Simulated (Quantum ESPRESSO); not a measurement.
# MgO (Periclase): the optical phonon under strain

How far does biaxial strain in the (001) plane shift the zone-centre optical mode of MgO (Periclase)?

Calculated with Quantum ESPRESSO 7.5; DFT LDA, scalar-relativistic, plane waves, GBRV ultrasoft pseudopotentials.

The database entry behind the starting cell differs from later determinations by our own check (about 0.1 % long), so it need not match the best structure at ambient conditions.

### 1. The relaxed structure

Symmetry: Fm-3m, No. 225, cubic system. The conventional cell has a = 4.163 Å, b = 4.163 Å, c = 4.163 Å, α = 90.00°, β = 90.00°, γ = 90.00°. Mg has 6 O at 2.08 Å nearest. O has 6 Mg at 2.08 Å nearest. Farther neighbours and most contacts between anions are not listed.

This is the cell after its relaxation at this level of theory, not the database cell from which that began.

### 2. Uniaxial strain

The relaxed cell is stretched along z alone. This keeps all atoms on sites fixed by symmetry and splits the threefold mode into a singlet, polarised along z, and a doublet. The macroscopic field is left out, so these are transverse modes. Cutoff 55 Ry, k mesh 12×12×12.

From the response at ε_zz = 0.01:

What it wrote:

```text
[banners, grids, parts of the stress and lines that vanish by symmetry left out]
Program PHONON v.7.5
     Reading xml data from directory:

[...]
Exchange-correlation= PZ
                           (   1   1   0   0   0   0   0)
[...]
kinetic-energy cut-off    =      55.0000  Ry
     charge density cut-off    =     440.0000  Ry
     convergence threshold     =      1.0E-18
[...]
Exchange-correlation= PZ
                           (   1   1   0   0   0   0   0)
[...]
q = (   0.0000000   0.0000000   0.0000000 )
     17 Sym.Ops. (with q -> -q+G )
     G cutoff =  348.3341  (  19195 G-vectors)     FFT grid: ( 40, 40, 40)
     G cutoff =  174.1671  (   6799 G-vectors)  smooth grid: ( 27, 27, 27)
     number of k points=   163
[...]
Mode symmetry, D_4h(4/mmm) point group:
[...]
Representation #   1 mode #   1
[...]
End of self-consistent calculation
     Convergence has been achieved
     Representation #   2 mode #   2
[...]
End of self-consistent calculation
     Convergence has been achieved
     Representation #   3 modes #   3   4
[...]
End of self-consistent calculation
     Convergence has been achieved
     Representation #   4 modes #   5   6
[...]
End of self-consistent calculation
     Convergence has been achieved
[...]
q = (    0.000000000   0.000000000   0.000000000 )
[...]
freq (    1) =      -0.455955 [THz] =     -15.209035 [cm-1]
     freq (    2) =      -0.455955 [THz] =     -15.209035 [cm-1]
     freq (    3) =      -0.440537 [THz] =     -14.694733 [cm-1]
     freq (    4) =      11.269073 [THz] =     375.895827 [cm-1]
     freq (    5) =      12.304127 [THz] =     410.421498 [cm-1]
     freq (    6) =      12.304127 [THz] =     410.421498 [cm-1]
[...]
Mode symmetry, D_4h(4/mmm) point group:
     freq (   1-   2) =        -15.2  [cm-1]   --> E_u  X_5' M_5'  I
     freq (   3-   3) =        -14.7  [cm-1]   --> A_2u X_4' M_4'  I
     freq (   4-   4) =        375.9  [cm-1]   --> A_2u X_4' M_4'  I
     freq (   5-   6) =        410.4  [cm-1]   --> E_u  X_5' M_5'  I

   JOB DONE.
```

| ε_zz | singlet (cm⁻¹) | doublet (cm⁻¹) | σ_zz (GPa) | σ_xx (GPa) |
| --- | --- | --- | --- | --- |
| -0.01 | 442.02 | 406.16 | -3.358 | -0.865 |
| -0.005 | 425.12 | 407.37 | -1.571 | -0.373 |
| 0 | 408.48 | 408.48 | 0.110 | 0.110 |
| 0.005 | 392.09 | 409.49 | 1.691 | 0.583 |
| 0.01 | 375.90 | 410.42 | 3.176 | 1.047 |

Stress is counted positive in tension.

### 3. The fit

To first order ω² − ω₀² = p ε_zz + q (ε_xx + ε_yy) for the mode along z, and likewise for x and y. With ε_zz alone the singlet gives p and the doublet q.

The linear terms of parabolas through ω² are p = -16.20 ω₀² and q = 1.04 ω₀², with ω₀ = 408.5 cm⁻¹. Those of the stresses are C11 = 327 GPa and C12 = 96 GPa. Under hydrostatic strain p and q imply γ = −(p + 2q)/(6 ω₀²) = 2.35.

A layer held to an in-plane strain ε and free along z takes ε_zz = −2 (C12/C11) ε = -0.585 ε. To first order the singlet then shifts by (q − p C12/C11) ε / ω₀ = 2362 ε cm⁻¹. For ε = 0.006, ε_zz = -0.00351, the formulas for ω² predict 422.41 cm⁻¹ for the singlet and 388.68 cm⁻¹ for the doublet.

### 4. A biaxially strained cell

This run was no part of the fit.

What it wrote:

```text
[banners, grids, parts of the stress and lines that vanish by symmetry left out]
[banner, memory and clock lines left out]
Program PHONON v.7.5

[...]
Exchange-correlation= PZ
                           (   1   1   0   0   0   0   0)
[...]
kinetic-energy cut-off    =      55.0000  Ry
     charge density cut-off    =     440.0000  Ry
     convergence threshold     =      1.0E-18
[...]
Exchange-correlation= PZ
                           (   1   1   0   0   0   0   0)
[...]
q = (   0.0000000   0.0000000   0.0000000 )
     17 Sym.Ops. (with q -> -q+G )
     G cutoff =  345.7353  (  19163 G-vectors)     FFT grid: ( 40, 40, 40)
     G cutoff =  172.8676  (   6775 G-vectors)  smooth grid: ( 27, 27, 27)
     number of k points=   163
[...]
Mode symmetry, D_4h(4/mmm) point group:
[...]
Representation #   1 mode #   1
[...]
End of self-consistent calculation
     Convergence has been achieved
     Representation #   2 mode #   2
[...]
End of self-consistent calculation
     Convergence has been achieved
     Representation #   3 modes #   3   4
[...]
End of self-consistent calculation
     Convergence has been achieved
     Representation #   4 modes #   5   6
[...]
End of self-consistent calculation
     Convergence has been achieved
[...]
q = (    0.000000000   0.000000000   0.000000000 )
[...]
freq (    1) =      -0.414738 [THz] =     -13.834183 [cm-1]
     freq (    2) =      -0.397499 [THz] =     -13.259142 [cm-1]
     freq (    3) =      -0.397499 [THz] =     -13.259142 [cm-1]
     freq (    4) =      11.670935 [THz] =     389.300501 [cm-1]
     freq (    5) =      11.670935 [THz] =     389.300501 [cm-1]
     freq (    6) =      12.667844 [THz] =     422.553798 [cm-1]
[...]
Mode symmetry, D_4h(4/mmm) point group:
     freq (   1-   1) =        -13.8  [cm-1]   --> A_2u X_4' M_4'  I
     freq (   2-   3) =        -13.3  [cm-1]   --> E_u  X_5' M_5'  I
     freq (   4-   5) =        389.3  [cm-1]   --> E_u  X_5' M_5'  I
     freq (   6-   6) =        422.6  [cm-1]   --> A_2u X_4' M_4'  I
```

| mode | predicted (cm⁻¹) | run (cm⁻¹) |
| --- | --- | --- |
| singlet | 422.41 | 422.55 |
| doublet | 388.68 | 389.30 |

The stress along z is 0.095 GPa and that in the plane 2.217 GPa; the unstrained cell carries 0.110 GPa.

### 5. Results

```
p (in units of the squared frequency)           : -16.20
q (same units)                                  : 1.041
shift of the singlet per unit of biaxial strain : 2362 cm⁻¹
C11 and C12                                     : 327 and 96 GPa
```

In words: To first order, one per cent of tensile biaxial strain moves the singlet of MgO (Periclase) by 23.6 cm⁻¹ and the doublet by -32.2 cm⁻¹; the formulas miss the test run by up to 0.62 cm⁻¹. In the rock-salt structure this mode is infrared active and has no first-order Raman line. The third potential, r, needs shear strain, which was not run. The acoustic modes of the response miss zero by 14 cm⁻¹, a numerical error that can touch the optical modes as well. These are harmonic values at zero temperature.

[Host names and launcher messages were left out of these logs when they were recorded.]

[Logs are printed without paths, hosts, clocks, repeated set-up lines and the standing remarks that a program may print on its own settings, such as how far it seeks lower states.]

[Hosts, paths, dates, database ids (printed as entryN), source tags and the programs' standing remarks are cut or masked in the printed files.]
